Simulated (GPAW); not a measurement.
**H2 in line between two Al chains: converging a transmission**

Aim: the cheapest settings that leave the conductance of H2 in line between two Al chains unchanged.

Main program and level: GPAW 26.7.0; GPAW LCAO, PAW setups; Landauer transmission from Green's functions with principal layers (ASE), zero bias.

## (1) Starting point

The cell holds 14 atoms: 12 Al and 2 H. Cell: a = 9.000 Å, b = 9.000 Å, c = 30.064 Å, α = 90.0°, β = 90.0°, γ = 90.0°. Regions: left lead, 6 atoms (6 Al); channel, 2 atoms (2 H); right lead, 6 atoms (6 Al). Vacuum lies along a and b. The structure is stacked along c, and the current runs across the ab planes.

Structure file:

```cif
data_structure
_symmetry_space_group_name_H-M 'P 1'
_symmetry_Int_Tables_number 1
_cell_length_a 9.0000
_cell_length_b 9.0000
_cell_length_c 30.0638
_cell_angle_alpha 90.000
_cell_angle_beta 90.000
_cell_angle_gamma 90.000
_cell_volume 2435.17
loop_
_atom_site_label
_atom_site_type_symbol
_atom_site_fract_x
_atom_site_fract_y
_atom_site_fract_z
_atom_site_occupancy
Al1 Al 0.50000 0.50000 0.03992 1
Al2 Al 0.50000 0.50000 0.11975 1
Al3 Al 0.50000 0.50000 0.19958 1
Al4 Al 0.50000 0.50000 0.27941 1
Al5 Al 0.50000 0.50000 0.35924 1
Al6 Al 0.50000 0.50000 0.43907 1
H7 H 0.50000 0.50000 0.48586 1
H8 H 0.50000 0.50000 0.51414 1
Al9 Al 0.50000 0.50000 0.56093 1
Al10 Al 0.50000 0.50000 0.64076 1
Al11 Al 0.50000 0.50000 0.72059 1
Al12 Al 0.50000 0.50000 0.80042 1
Al13 Al 0.50000 0.50000 0.88025 1
Al14 Al 0.50000 0.50000 0.96008 1
```

## (2) The reference run

All settings start at ordinary values; they are then varied in turn, with meshes following the cell where its length changes.

run.py

```python
import json
import numpy as np
from ase import Atoms
from ase.transport.calculators import TransportCalculator
from gpaw import GPAW, FermiDirac
from gpaw.lcao.tools import get_lcao_hamiltonian
from scipy.linalg import eigh

# The junction with lead layers at both ends, along the third cell vector
device = Atoms(
    ['Al', 'Al', 'Al', 'Al', 'Al', 'Al', 'H', 'H', 'Al', 'Al', 'Al', 'Al', 'Al', 'Al'],
    positions=[
        [4.50000, 4.50000, 1.20000],
        [4.50000, 4.50000, 3.60000],
        [4.50000, 4.50000, 6.00000],
        [4.50000, 4.50000, 8.40000],
        [4.50000, 4.50000, 10.80000],
        [4.50000, 4.50000, 13.20000],
        [4.50000, 4.50000, 14.60690],
        [4.50000, 4.50000, 15.45690],
        [4.50000, 4.50000, 16.86380],
        [4.50000, 4.50000, 19.26380],
        [4.50000, 4.50000, 21.66380],
        [4.50000, 4.50000, 24.06380],
        [4.50000, 4.50000, 26.46380],
        [4.50000, 4.50000, 28.86380]],
    cell=[[9.0, 0.0, 0.0], [0.0, 9.0, 0.0], [0.0, 0.0, 30.0638]],
    pbc=True)

# One principal layer of the lead: the first 4 atoms of the device
lead = Atoms(
    ['Al', 'Al', 'Al', 'Al'],
    positions=[
        [4.50000, 4.50000, 1.20000],
        [4.50000, 4.50000, 3.60000],
        [4.50000, 4.50000, 6.00000],
        [4.50000, 4.50000, 8.40000]],
    cell=[[9.0, 0.0, 0.0], [0.0, 9.0, 0.0], [0.0, 0.0, 9.6]],
    pbc=True)

settings = dict(mode='lcao', basis='dzp', xc='LDA', h=0.2,
                occupations=FermiDirac(0.1), maxiter=250,
                mixer=dict(beta=0.1, nmaxold=8, weight=100.0),
                convergence=dict(density=0.0001))
energies = np.arange(-3, 3 + 1e-9, 0.075)
eta = 0.0001
n1, n2 = 1, 1
# k and -k transmit alike, so half of the mesh across the current serves
mesh = [(i, j) for i in range(n1) for j in range(n2) if (i, j) <= (-i % n1, -j % n2)]
weights = np.array([1 if (i, j) == (-i % n1, -j % n2) else 2 for i, j in mesh]) / (n1 * n2)


def ground_state(atoms, size, txt):
    atoms.calc = GPAW(kpts={'size': size, 'gamma': True}, symmetry={'tolerance': 1e-3}, txt=txt, **settings)
    atoms.get_potential_energy()
    return atoms.calc.get_fermi_level()


def blocks(atoms, fermi, points, nz, cells):
    """H - E_F S and S between cell 0 and the cells above it, at each point across the current."""
    kz = np.arange(nz) / nz
    calc = atoms.calc.fixed_density(kpts=[(*k, z) for k in points for z in kz], symmetry='off', txt=None)
    H, S = get_lcao_hamiltonian(calc)
    H = (H - fermi * S).reshape(len(H), len(points), nz, *S.shape[1:])
    S = S.reshape(H.shape[1:])
    phases = [np.exp(-2j * np.pi * kz * R) / nz for R in cells]
    return [(np.einsum('skzij,z->ksij', H, p), np.einsum('kzij,z->kij', S, p)) for p in phases]


def pair(a, b):
    return np.block([[a, b], [b.T.conj(), a]])


def count_channels(h, s, cells, nk=240):
    """Half the number of times that the lead's bands cross each energy, unfolded to its shortest repeat."""
    b = len(h) // cells
    bands = []
    for k in (np.arange(nk + 1) + 0.5) / nk:
        hk, sk = h[:b, :b].copy(), s[:b, :b].copy()
        for R in range(1, cells):
            phase, block = np.exp(2j * np.pi * k * R), slice(R * b, (R + 1) * b)
            hk += h[:b, block] * phase + (h[:b, block] * phase).T.conj()
            sk += s[:b, block] * phase + (s[:b, block] * phase).T.conj()
        bands.append(eigh(hk, sk, eigvals_only=True))
    below = np.array(bands)[:, :, None] < energies
    return (below[1:] != below[:-1]).sum((0, 1)) / 2


fermi_lead = ground_state(lead, (1, 1, 12), 'lead.txt')
fermi_device = ground_state(device, (1, 1, 3), 'device.txt')
T, channels, eigen, tail, misfit, shifts = [], [], [], 0.0, 0.0, []
for first in range(0, len(mesh), 566):
    points = [(i / n1, j / n2) for i, j in mesh[first:first + 566]]
    (H0k, S0k), (H1k, S1k), (H2k, _) = blocks(lead, fermi_lead, points, 5, range(3))
    [(Hk, Sk)] = blocks(device, fermi_device, points, 2, [0])
    tail = max(tail, abs(H2k).max())
    for H0, S0, H1, S1, H, S in zip(H0k, S0k, H1k, S1k, Hk, Sk):
        n = len(S0)
        # Shift the lead onto the potential of the device's first layer
        shift = ((H[:, 0, 0] - H0[:, 0, 0]) / S0[0, 0]).real.mean()
        shifts.append(shift)
        misfit = max(misfit, abs(H[:, :n, :n] - H0 - shift * S0).max())
        Tk, Ck, Ek = [], [], []
        for s in range(len(H)):
            t = s % len(H0)  # a lead without moments serves both spins
            h1, s1 = pair(H0[t] + shift * S0, H1[t] + shift * S1), pair(S0, S1)
            leads = dict(h1=h1, s1=s1, energies=energies, eta=eta, eta1=eta, eta2=eta)
            calc = TransportCalculator(h=H[s], s=S, eigenchannels=0, **leads)
            Tk.append(calc.get_transmission())
            Ck.append(count_channels(h1, s1, 8))
        T.append(Tk)
        channels.append(Ck)
        eigen.append(Ek)
T, channels = np.array(T), np.array(channels)
mean, open_channels = np.einsum('kse,k->se', T, weights), np.einsum('kse,k->se', channels, weights)

print(f'basis functions: device {len(S)}, principal layer {n}')
print(f'Fermi level: lead {fermi_lead:.4f} eV, device {fermi_device:.4f} eV; lead shifted by {np.mean(shifts):.4f} eV')
print(f'largest coupling past the next layer {tail:.2e} eV, largest misfit of the first layer {misfit:.3f} eV')
print('  E-E_F (eV)   ' + 'T (one spin)  channels')
for e, t, c in zip(energies, mean.T, open_channels.T):
    print(f'{e:10.3f}  ', *[f'{x:11.4e}' for x in t], *[f'{x:9.4f}' for x in c])

kT = 8.617333e-5 * 500
fine = np.linspace(energies[0], energies[-1], 4001)
both = np.exp(np.interp(fine, energies, np.log(np.maximum(mean.sum(0) * 2 / len(mean), 1e-30))))
fermi = lambda mu: 1 / (1 + np.exp(np.clip((fine - mu) / kT, -200, 200)))
slope = fermi(0) * (1 - fermi(0)) / kT
G = np.trapezoid(both * slope, fine) / 2
seebeck = -np.trapezoid(both * slope * fine, fine) / (2 * G * 500) * 1e6
print(f'conductance at 500 K: {G:.5g} G0 a cell; thermopower {seebeck:.4g} uV/K')
bias = [0.1, 0.2, 0.5, 1.0, 1.5, 2.0]
current = [38.74 * np.trapezoid(both * (fermi(V / 2) - fermi(-V / 2)), fine) for V in bias]
for V, I in zip(bias, current):
    print(f'current from the zero-bias T(E) at {V} V: {I:.5g} uA')
zero = abs(energies).argmin()
json.dump(dict(energies=energies.tolist(), T=mean.tolist(), channels=open_channels.tolist(), G=G, seebeck=seebeck,
               bias=bias, current=current, tail=tail, misfit=misfit, shift=np.mean(shifts), n_device=len(S), n_lead=n,
               fermi=[fermi_lead, fermi_device], energy=device.get_potential_energy(),
               moments=device.get_magnetic_moments().tolist(), mesh=mesh, weights=weights.tolist(),
               T_k=T[:, :, zero].tolist(), eigen=np.array(eigen[0]).tolist()), open('result.json', 'w'))
```

The run is started by

```bash
OMP_NUM_THREADS=1 OPENBLAS_NUM_THREADS=2 python run.py
```

The log of the run:

```text
basis functions: device 166, principal layer 52
Fermi level: lead -3.2559 eV, device -3.1828 eV; lead shifted by 0.0042 eV
largest coupling past the next layer 1.26e-15 eV, largest misfit of the first layer 0.031 eV
  E-E_F (eV)   T (one spin)  channels
    -3.000    8.2354e-01    1.0000
    -2.925    8.2649e-01    1.0000
    -2.850    8.2887e-01    1.0000
    -2.775    8.3068e-01    1.0000
    -2.700    8.3191e-01    1.0000
    -2.625    8.3256e-01    1.0000
    -2.550    8.3260e-01    1.0000
    -2.475    8.3201e-01    1.0000
    -2.400    8.3074e-01    1.0000
    -2.325    8.2874e-01    1.0000
    -2.250    8.2591e-01    1.0000
    -2.175    8.2213e-01    1.0000
    -2.100    8.1721e-01    1.0000
    -2.025    8.1091e-01    1.0000
    -1.950    8.0287e-01    1.0000
    -1.875    7.9256e-01    1.0000
[...]
2.475    2.0340e+00    3.0000
     2.550    2.0311e+00    3.0000
     2.625    2.0272e+00    3.0000
     2.700    2.0223e+00    3.0000
     2.775    2.0163e+00    3.0000
     2.850    2.0091e+00    3.0000
     2.925    2.0008e+00    3.0000
     3.000    1.9913e+00    3.0000
conductance at 500 K: 1.4183 G0 a cell; thermopower -0.6239 uV/K
current from the zero-bias T(E) at 0.1 V: 10.961 uA
current from the zero-bias T(E) at 0.2 V: 21.75 uA
current from the zero-bias T(E) at 0.5 V: 51.261 uA
current from the zero-bias T(E) at 1.0 V: 82.226 uA
current from the zero-bias T(E) at 1.5 V: 103.37 uA
current from the zero-bias T(E) at 2.0 V: 132.51 uA
```

Run time: 56 s. Hardware: 2 threads of Intel Xeon 6975P-C (Granite Rapids), shared host; peak memory 1 GiB.

Numbers from this step:

```yaml
conductance: 1.418 G₀
largest_coupling_past_the_next_principal_layer: 1.26e-15 eV
largest_misfit_of_the_first_principal_layer: 0.03124 eV
shift_that_aligns_the_lead: 0.004218 eV
basis_functions_of_the_junction: 166
basis_functions_of_a_principal_layer: 52
transmission_at_the_fermi_level_one_spin: 1.448
open_channels_of_the_lead_at_the_fermi_level_one_spin: 2
```

One spin. Transmission, zone mean against energy, zero at the Fermi level:

```
energy (eV)  transmission, zone mean
    -3.0000                    0.824
    -2.7750                    0.831
    -2.4750                    0.832
    -2.2500                    0.826
    -2.0250                    0.811
    -1.7250                    0.762
    -1.5000                    0.651
    -1.2750                   2.0e-6
    -0.9750                  9.6e-10
    -0.7500                  8.5e-11
    -0.5250                  2.6e-11
    -0.2250                     1.16
     0.0000                     1.45
     0.2250                     1.29
     0.5250                     1.10
     0.7500                     1.05
     0.9750                     1.94
     1.2750                     2.00
     1.5000                     2.02
     1.7250                     2.03
     2.0250                     2.04
     2.2500                     2.04
     2.4750                     2.03
     2.7750                     2.02
     3.0000                     1.99
```

Crossings of the lead's bands, unfolded to its shortest repeat. The open channels, zone mean by energy, zero at the Fermi level:

```
energy (eV)  open channels, zone mean
      -3.00                         1
      -2.85                         1
      -2.70                         1
      -2.55                         1
      -2.33                         1
      -2.17                         1
      -2.02                         1
      -1.88                         1
      -1.73                         1
      -1.57                         1
      -1.35                         1
      -1.20                         0
      -1.05                         0
      -0.90                         0
      -0.75                         0
      -0.60                         0
      -0.38                         2
      -0.23                         2
      -0.07                         2
       0.00                         2
       0.07                         2
       0.23                         2
       0.38                         2
       0.60                         2
       0.75                         2
       0.90                         3
       1.05                         3
       1.20                         3
       1.35                         3
       1.57                         3
       1.73                         3
       1.88                         3
       2.02                         3
       2.17                         3
       2.33                         3
       2.55                         3
       2.70                         3
       2.85                         3
       3.00                         3
```

Not self-consistent under bias; the bias window is split evenly. Current through one cell, from the zero-bias transmission against bias:

```
bias (V)  current through one cell, from the zero-bias transmission (μA)
   0.100                                                            11.0
   0.200                                                            21.7
   0.500                                                            51.3
   1.000                                                            82.2
   1.500                                                             103
   2.000                                                             133
```

Couplings past the next layer reach 1.3e-15 eV, small enough to drop; the matrix elements of the cell's first layer differ from the bulk lead's by up to 0.031 eV. That layer keeps its own values in the calculation, and only beyond it is the lead taken as perfect. The Fermi levels of lead and junction count from different zeros of potential, one for each periodic cell; with both set to zero, the small remaining shift is what aligns them. By hand: G = 1.418 × 77.48 μS = 110 μS, a resistance of 9.10 kΩ; at 0.1 V a linear junction would pass 11.0 μA, and the integral over the bias window gives 11.0 μA.

## (3) Grid spacing: h = 0.3

The real-space grid carries density and potential; a coarse one breaks translation symmetry along the lead and scatters electrons that should pass.

run.py, as its differences from that of step 2:

```diff
@@ -40,3 +40,3 @@
 
-settings = dict(mode='lcao', basis='dzp', xc='LDA', h=0.2,
+settings = dict(mode='lcao', basis='dzp', xc='LDA', h=0.3,
                 occupations=FermiDirac(0.1), maxiter=250,
```

The log of the run:

```text
basis functions: device 166, principal layer 52
Fermi level: lead -3.2562 eV, device -3.1832 eV; lead shifted by 0.0043 eV
largest coupling past the next layer 1.13e-15 eV, largest misfit of the first layer 0.031 eV
  E-E_F (eV)   T (one spin)  channels
    -3.000    8.2433e-01    1.0000
    -2.925    8.2727e-01    1.0000
    -2.850    8.2965e-01    1.0000
    -2.775    8.3145e-01    1.0000
    -2.700    8.3268e-01    1.0000
    -2.625    8.3332e-01    1.0000
    -2.550    8.3336e-01    1.0000
    -2.475    8.3277e-01    1.0000
    -2.400    8.3151e-01    1.0000
    -2.325    8.2951e-01    1.0000
    -2.250    8.2669e-01    1.0000
    -2.175    8.2291e-01    1.0000
    -2.100    8.1799e-01    1.0000
    -2.025    8.1170e-01    1.0000
    -1.950    8.0366e-01    1.0000
    -1.875    7.9337e-01    1.0000
[...]
2.475    2.0357e+00    3.0000
     2.550    2.0328e+00    3.0000
     2.625    2.0289e+00    3.0000
     2.700    2.0240e+00    3.0000
     2.775    2.0180e+00    3.0000
     2.850    2.0108e+00    3.0000
     2.925    2.0025e+00    3.0000
     3.000    1.9930e+00    3.0000
conductance at 500 K: 1.4197 G0 a cell; thermopower -0.6226 uV/K
current from the zero-bias T(E) at 0.1 V: 10.971 uA
current from the zero-bias T(E) at 0.2 V: 21.772 uA
current from the zero-bias T(E) at 0.5 V: 51.315 uA
current from the zero-bias T(E) at 1.0 V: 82.318 uA
current from the zero-bias T(E) at 1.5 V: 103.48 uA
current from the zero-bias T(E) at 2.0 V: 132.63 uA
```

Run time: 14 s. Hardware: 2 threads; peak memory 0.37 GiB.

This step gave:

* conductance: 1.420 G₀
* largest coupling past the next principal layer: 1.13e-15 eV
* largest misfit of the first principal layer: 0.03118 eV
* shift that aligns the lead: 0.004251 eV
* transmission at the Fermi level (one spin): 1.450

One spin. Table of transmission, zone mean by energy, zero at the Fermi level:

```
energy (eV)  transmission, zone mean
      -3.00                    0.824
      -2.85                    0.830
      -2.70                    0.833
      -2.55                    0.833
      -2.33                    0.830
      -2.17                    0.823
      -2.02                    0.812
      -1.88                    0.793
      -1.73                    0.762
      -1.57                    0.704
      -1.35                    0.390
      -1.20                   9.4e-4
      -1.05                   3.8e-9
      -0.90                  3.5e-10
      -0.75                  8.4e-11
      -0.60                  3.4e-11
      -0.38                    0.374
      -0.23                     1.16
      -0.07                     1.44
       0.00                     1.45
       0.07                     1.42
       0.23                     1.29
       0.38                     1.18
       0.60                     1.07
       0.75                     1.05
       0.90                     1.86
       1.05                     1.97
       1.20                     1.99
       1.35                     2.01
       1.57                     2.02
       1.73                     2.03
       1.88                     2.03
       2.02                     2.04
       2.17                     2.04
       2.33                     2.04
       2.55                     2.03
       2.70                     2.02
       2.85                     2.01
       3.00                     1.99
```

Crossings of the lead's bands, unfolded to its shortest repeat. Open channels, zone mean against energy, zero at the Fermi level:

(Unchanged from step 2.)

Not self-consistent under bias; the bias window is split evenly. The current through one cell, from the zero-bias transmission by bias:

```
bias (V)  current through one cell, from the zero-bias transmission (μA)
   0.100                                                            11.0
   0.200                                                            21.8
   0.500                                                            51.3
   1.000                                                            82.3
   1.500                                                             103
   2.000                                                             133
```

The conductance equals that of the base run to 0.2 %.

(Part 1 of 7 ends here.)

[Logs are printed without paths, hosts, clocks, repeated set-up lines and the standing remarks that a program may print on its own settings, such as how far it seeks lower states.]

[Hosts, paths, dates, database ids (printed as entryN), source tags and the programs' standing remarks are cut or masked in the printed files.]
